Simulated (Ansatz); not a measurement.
Rows from a G0W0 calculation on Bi2Se3 (R-3m) (Ansatz 0.2.0; G0W0 on PBE, plane waves, PAW; 6×6×6 mesh, 397 empty bands, screening to 110 eV, hard PAW files), in eV. Spin-orbit coupling is left out.

| row | k | band | start | Σx | Σc at the solution | Vxc |
| --- | --- | --- | --- | --- | --- | --- |
| A | Γ | c1 | 9.342 | -9.685 | -2.950 | -12.611 |
| B | Γ | v2 | 7.954 | -16.883 | 1.712 | -14.758 |
| C | Γ | v1 | 8.900 | -16.307 | 0.725 | -15.289 |
| D | Γ | c2 | 10.581 | -10.000 | -3.241 | -13.269 |

Question: Give the quasiparticle energies and the shift of each level.

The quasiparticle equation reads E = start + Σx + Σc(E) − Vxc.

| row | E (eV) | shift (eV) |
| --- | --- | --- |
| A | 9.318 | −0.024 |
| B | 7.541 | −0.413 |
| C | 8.606 | −0.294 |
| D | 10.609 | +0.028 |

The gap over the computed points goes from 0.44 eV to 0.71 eV.

Limits: not at the basis limit; model gap, bands may invert with spin-orbit coupling; no spin-orbit coupling.

[Runs of the session that timed out or met a known fault of the program may be left out.]

[Cells called generated may have been cut or substituted from an entry of the Crystallography Open Database or the Materials Project.]

[Hosts, paths, dates, database ids (printed as entryN), source tags and the programs' standing remarks are cut or masked in the printed files.]
